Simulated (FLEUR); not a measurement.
# Fixed-spin-moment curve of NiO with FLEUR

Wanted: E(M) for NiO, with its minima.

Calculated with FLEUR MaX-R8.1; PBE; all-electron FLAPW, Dirac cores, scalar-relativistic bands.

This is a report of a sequence of runs, with most program output left out.

### 1. The structure

Symmetry: Fm-3m, No. 225, cubic system. The conventional cell has a = 4.172 Å, b = 4.172 Å, c = 4.172 Å, α = 90.00°, β = 90.00°, γ = 90.00°. Nearest to Ni lie 6 O at 2.09 Å. Nearest to O lie 6 Ni at 2.09 Å. Farther neighbours and most contacts between anions are not listed.

Coordinates:

```
Ni O
1.0
     0.00000    2.08590    2.08590
     2.08590    0.00000    2.08590
     2.08590    2.08590    0.00000
Ni O
1 1
Direct
  0.00000 0.00000 0.00000
  0.50000 0.50000 0.50000
```

### 2. The free run

The free run tells which range of moments is worth scanning.

inpgen writes inp.xml from crystal.txt; cutoffs, mixing, functional, smearing and local orbitals are then set in the file. The k list default-1 (kpts.xml, not shown) is a Γ-centred 8×8×8 mesh; where the ranks do not divide the number of points, some are split in two of half the weight.

Input file inp.xml:

```
<?xml version="1.0" encoding="UTF-8" standalone="no"?>
<fleurInput fleurInputVersion="0.39">
   <comment>
      NiO
   </comment>
   <calculationSetup>
      <cutoffs Kmax="4.32" Gmax="13.0" GmaxXC="13.0" numbands="0"/>
      <scfLoop itmax="130" minDistance="0.00002" maxIterBroyd="15" imix="Anderson" alpha="0.05" precondParam="0.0" spinf="2.0" sdNocoIR="T"/>
      <coreElectrons ctail="T" frcor="F" kcrel="0" coretail_lmax="0"/>
      <xcFunctional name="pbe" relativisticCorrections="F"/>
      <magnetism jspins="2"/>
      <soc l_soc="F" theta="0.0" phi="0.0" spav="F"/>
      <expertModes spex="0" secvar="F"/>
      <geometryOptimization l_f="F" forcealpha="1.0" forcemix="BFGS" epsdisp="0.00001" epsforce="0.00001"/>
      <ldaU l_linMix="F" mixParam="0.05" spinf="1.0"/>
   </calculationSetup>
   <cell>
      <bzIntegration valenceElectrons="24.0" mode="hist" fermiSmearingEnergy="0.00183747">
         <kPointListSelection listName="default-1"/>
         <xi:include xmlns:xi="http://www.w3.org/2001/XInclude" href="kpts.xml"> </xi:include>
      </bzIntegration>
      <xi:include xmlns:xi="http://www.w3.org/2001/XInclude" href="sym.xml"> </xi:include>
      <bulkLattice scale="1.0">
         <bravaisMatrix>
            <row-1>    0.0000000000000000     3.9417828250996005     3.9417828250996005</row-1>
            <row-2>    3.9417828250996005     0.0000000000000000     3.9417828250996005</row-2>
            <row-3>    3.9417828250996005     3.9417828250996005     0.0000000000000000</row-3>
         </bravaisMatrix>
      </bulkLattice>
   </cell>
   <atomSpecies>
      <species name="Nickel (Ni2.000" element="Ni" atomicNumber="28">
         <mtSphere radius="2.46" gridPoints="813" logIncrement="0.015"/>
         <atomicCutoffs lmax="10" lnonsphr="8"/>
         <electronConfig flipSpins="F">
            <coreConfig>(1s1/2) (2s1/2) (2p1/2) (2p3/2)</coreConfig>
            <valenceConfig>(3s1/2) (3p1/2) (3p3/2) (4s1/2) (3d3/2) (3d5/2)</valenceConfig>
            <stateOccupation state="(3d3/2)" spinUp="2.0" spinDown="1.2"/>
            <stateOccupation state="(3d5/2)" spinUp="3.0" spinDown="1.8"/>
         </electronConfig>
         <energyParameters s="4" p="4" d="3" f="4"/>
         <lo type="SCLO" l="0" n="3" eDeriv="0"/>
         <lo type="SCLO" l="1" n="3" eDeriv="0"/>
      </species>
      <species name="Oxygen (O)" element="O" atomicNumber="8">
         <mtSphere radius="1.39" gridPoints="461" logIncrement="0.023"/>
         <atomicCutoffs lmax="6" lnonsphr="4"/>
         <electronConfig flipSpins="F">
            <coreConfig>(1s1/2)</coreConfig>
            <valenceConfig>(2s1/2) (2p1/2) (2p3/2)</valenceConfig>
            <stateOccupation state="(2p1/2)" spinUp="0.666667" spinDown="0.666667"/>
            <stateOccupation state="(2p3/2)" spinUp="1.333333" spinDown="1.333333"/>
         </electronConfig>
         <energyParameters s="2" p="2" d="3" f="4"/>
      </species>
   </atomSpecies>
   <atomGroups>
      <atomGroup species="Nickel (Ni2.000">
         <relPos label="                   1">.0000000000 .0000000000 .0000000000</relPos>
         <force calculate="T" relaxXYZ="TTT"/>
      </atomGroup>
      <atomGroup species="Oxygen (O)">
         <relPos label="                   2">1.000/2.000 1.000/2.000 1.000/2.000</relPos>
         <force calculate="T" relaxXYZ="TTT"/>
      </atomGroup>
   </atomGroups>
   <output dos="F" band="F" slice="F">
      <bandDOS minEnergy="-.5*Htr" maxEnergy="0.5*Htr" sigma="0.015" storeEVData="T"/>
      <plotting iplot="0" polar="F">
         <plot TwoD="T" vec1="  1.0  0.0  0.0" vec2="  0.0  1.0  0.0" vec3="  0.0  0.0  1.0" zero="  0.0  0.0  0.0" file="plot"/>
      </plotting>
      <moessbauerParams electricFieldGradient="F" isomerShift="F" coreHyperfine="F" valenceHyperfine="F"/>
   </output>
</fleurInput>
```

Input file crystal.txt:

```
NiO
&input film=F cartesian=F /
0.00000000000  2.08590164140  2.08590164140
2.08590164140  0.00000000000  2.08590164140
2.08590164140  2.08590164140  0.00000000000
1.8897261246
1.0 1.0 1.0

2
28 0.00000000000  0.00000000000  0.00000000000 : 2.000
8 0.50000000000  0.50000000000  0.50000000000

&kpt div1=8 div2=8 div3=8 gamma=T /
```

On the command line:

```sh
$ OMP_NUM_THREADS=1 inpgen -f crystal.txt > inpgen.log  # inp.xml is then edited as shown
$ OMP_NUM_THREADS=1 mpirun -n 4 fleur_MPI > fleur.log
```

Run time: 12 s. Hardware: 4 MPI ranks of Intel Xeon 6975P-C (Granite Rapids), shared host; peak memory 0.24 GiB; 45 s of CPU time.

This step gave:

```yaml
free_energy: -43430.5062 eV
program_s_band_gap_on_this_mesh_in_a_metal_only_a_level_spacing: 0.009595 eV
magnetization: 1.799 μB
final_state: ferromagnetic
largest_moment: 1.499 μB
```

After 26 cycles the largest moment stands at 1.50 μB.

### 3. No spin polarisation

inp.xml: that of step 2 with these lines changed.

```diff
@@ -10,3 +10,3 @@
       <xcFunctional name="pbe" relativisticCorrections="F"/>
-      <magnetism jspins="2"/>
+      <magnetism jspins="1"/>
       <soc l_soc="F" theta="0.0" phi="0.0" spav="F"/>
@@ -31,3 +31,3 @@
    <atomSpecies>
-      <species name="Nickel (Ni2.000" element="Ni" atomicNumber="28">
+      <species name="Nickel (Ni)" element="Ni" atomicNumber="28">
          <mtSphere radius="2.46" gridPoints="813" logIncrement="0.015"/>
@@ -37,4 +37,4 @@
             <valenceConfig>(3s1/2) (3p1/2) (3p3/2) (4s1/2) (3d3/2) (3d5/2)</valenceConfig>
-            <stateOccupation state="(3d3/2)" spinUp="2.0" spinDown="1.2"/>
-            <stateOccupation state="(3d5/2)" spinUp="3.0" spinDown="1.8"/>
+            <stateOccupation state="(3d3/2)" spinUp="1.600000" spinDown="1.600000"/>
+            <stateOccupation state="(3d5/2)" spinUp="2.400000" spinDown="2.400000"/>
          </electronConfig>
@@ -57,3 +57,3 @@
    <atomGroups>
-      <atomGroup species="Nickel (Ni2.000">
+      <atomGroup species="Nickel (Ni)">
          <relPos label="                   1">.0000000000 .0000000000 .0000000000</relPos>
```

crystal.txt: that of step 2 with these lines changed.

```diff
@@ -9,3 +9,3 @@
 2
-28 0.00000000000  0.00000000000  0.00000000000 : 2.000
+28 0.00000000000  0.00000000000  0.00000000000
 8 0.50000000000  0.50000000000  0.50000000000
```

Wall time 6 s (4 MPI ranks); peak memory 0.23 GiB.

Read from the output:

| Property | Result |
| --- | --- |
| free energy | -43430.3946 eV |
| program's band gap on this mesh (in a metal only a level spacing) | 0.02740 eV |
| final state | non-magnetic (no spin polarisation) |

Its energy lies +111.6 meV a cell from the free run's.

### 4. Moment fixed at 1.822 μB

Two Fermi energies hold the total moment; the run starts from the free run's density.

inp.xml: that of step 3 with these lines changed.

```diff
@@ -10,3 +10,3 @@
       <xcFunctional name="pbe" relativisticCorrections="F"/>
-      <magnetism jspins="1"/>
+      <magnetism jspins="2" fixed_moment="1.822"/>
       <soc l_soc="F" theta="0.0" phi="0.0" spav="F"/>
@@ -31,3 +31,3 @@
    <atomSpecies>
-      <species name="Nickel (Ni)" element="Ni" atomicNumber="28">
+      <species name="Nickel (Ni2.000" element="Ni" atomicNumber="28">
          <mtSphere radius="2.46" gridPoints="813" logIncrement="0.015"/>
@@ -37,4 +37,4 @@
             <valenceConfig>(3s1/2) (3p1/2) (3p3/2) (4s1/2) (3d3/2) (3d5/2)</valenceConfig>
-            <stateOccupation state="(3d3/2)" spinUp="1.600000" spinDown="1.600000"/>
-            <stateOccupation state="(3d5/2)" spinUp="2.400000" spinDown="2.400000"/>
+            <stateOccupation state="(3d3/2)" spinUp="2.0" spinDown="1.2"/>
+            <stateOccupation state="(3d5/2)" spinUp="3.0" spinDown="1.8"/>
          </electronConfig>
@@ -57,3 +57,3 @@
    <atomGroups>
-      <atomGroup species="Nickel (Ni)">
+      <atomGroup species="Nickel (Ni2.000">
          <relPos label="                   1">.0000000000 .0000000000 .0000000000</relPos>
```

On the command line:

```sh
$ OMP_NUM_THREADS=1 mpirun -n 4 fleur_MPI > fleur.log
```

It took 6.5 s on 4 MPI ranks; peak memory 0.24 GiB.

Read from the output:

```yaml
magnetization: 1.822 μB
```

Its energy lies +0.2 meV a cell from the free run's.

### 5. Moment fixed at 1.518 μB

inp.xml: that of step 4 with these lines changed.

```diff
@@ -10,3 +10,3 @@
       <xcFunctional name="pbe" relativisticCorrections="F"/>
-      <magnetism jspins="2" fixed_moment="1.822"/>
+      <magnetism jspins="2" fixed_moment="1.518"/>
       <soc l_soc="F" theta="0.0" phi="0.0" spav="F"/>
```

Elapsed: 7.5 s, on 4 MPI ranks; peak memory 0.24 GiB.

This step gave:

- magnetization: 1.518 μB

Its energy lies +12.8 meV a cell from the free run's.

### 6. Moment fixed at 2.125 μB

inp.xml: that of step 5 with these lines changed.

```diff
@@ -10,3 +10,3 @@
       <xcFunctional name="pbe" relativisticCorrections="F"/>
-      <magnetism jspins="2" fixed_moment="1.518"/>
+      <magnetism jspins="2" fixed_moment="2.125"/>
       <soc l_soc="F" theta="0.0" phi="0.0" spav="F"/>
```

Run time: 7.1 s. Hardware: 4 MPI ranks; peak memory 0.24 GiB; 28 s of CPU time.

This step gave:

| Item | Value |
| --- | --- |
| magnetization | 2.125 μB |

Its energy lies +264.8 meV a cell from the free run's.

### 7. Another try

An input with a fault is tried, to see how the program answers.

inp.xml: that of step 2 with these lines changed.

```diff
@@ -7,6 +7,6 @@
       <cutoffs Kmax="4.32" Gmax="13.0" GmaxXC="13.0" numbands="0"/>
-      <scfLoop itmax="130" minDistance="0.00002" maxIterBroyd="15" imix="Anderson" alpha="0.05" precondParam="0.0" spinf="2.0" sdNocoIR="T"/>
+      <scfLoop itmax="60" minDistance="0.00002" maxIterBroyd="15" imix="Anderson" alpha="0.05" precondParam="0.0" spinf="2.0" sdNocoIR="T"/>
       <coreElectrons ctail="T" frcor="F" kcrel="0" coretail_lmax="0"/>
       <xcFunctional name="pbe" relativisticCorrections="F"/>
-      <magnetism jspins="2"/>
+      <magnetism jspins="1" l_noco="T"/>
       <soc l_soc="F" theta="0.0" phi="0.0" spav="F"/>
```

crystal.txt is that of step 2.

On the command line:

```sh
$ OMP_NUM_THREADS=1 inpgen -f crystal.txt > inpgen.log  # inp.xml is then edited as shown
$ OMP_NUM_THREADS=1 mpirun -n 4 fleur_MPI > fleur.log
```

Wall time 2.7 s (4 MPI ranks); peak memory 0.12 GiB.

The program refused the input before any cycle.

The program's message: “l_noco=T requires jspins=2”

The fault in the input: non-collinear spins with one spin channel.

Non-collinear spins need jspins = 2.

### 8. E(M)

The other moments were run in the same way.

The energy over the lowest by total spin moment:

| total spin moment (μB a cell) | energy over the lowest (meV a cell) |
| --- | --- |
| 0.000 | 112 |
| 0.304 | 99.5 |
| 0.607 | 74.3 |
| 0.911 | 48.3 |
| 1.214 | 29.5 |
| 1.518 | 12.8 |
| 1.799 | 0 |
| 1.822 | 0.211 |
| 2.125 | 265 |
| 2.429 | 1126 |

Table of moment, largest sphere moment by total spin moment:

| total spin moment (μB a cell) | moment, largest sphere moment (μB) |
| --- | --- |
| 0.000 | 0 |
| 0.304 | 0.269 |
| 0.607 | 0.540 |
| 0.911 | 0.801 |
| 1.214 | 1.05 |
| 1.518 | 1.30 |
| 1.799 | 1.50 |
| 1.822 | 1.51 |
| 2.125 | 1.70 |
| 2.429 | 1.84 |

### 9. Outcome

```yaml
moment_of_the_free_run: 1.80 μB a cell
moment_of_the_lowest_point: 1.80 μB a cell
energy_of_the_spinless_run: 112 meV a cell over the lowest
```

**Reading.** The lowest point lies 112 meV a cell under the spinless run, in free energy at a smearing of 0.05 eV. The point at zero is the spinless run. Opposed orders, which also have no total moment, were not run.

[Logs and program files are shortened in this print: banners, set-up blocks, solver, clock and traceback lines can be left out without a mark of their own.]

[Logs are printed without paths, hosts, clocks, repeated set-up lines and the standing remarks that a program may print on its own settings, such as how far it seeks lower states.]

[Hosts, paths, dates, database ids (printed as entryN), source tags and the programs' standing remarks are cut or masked in the printed files.]

[Where a cell is said to come from a database of computed structures, the database is the Materials Project.]
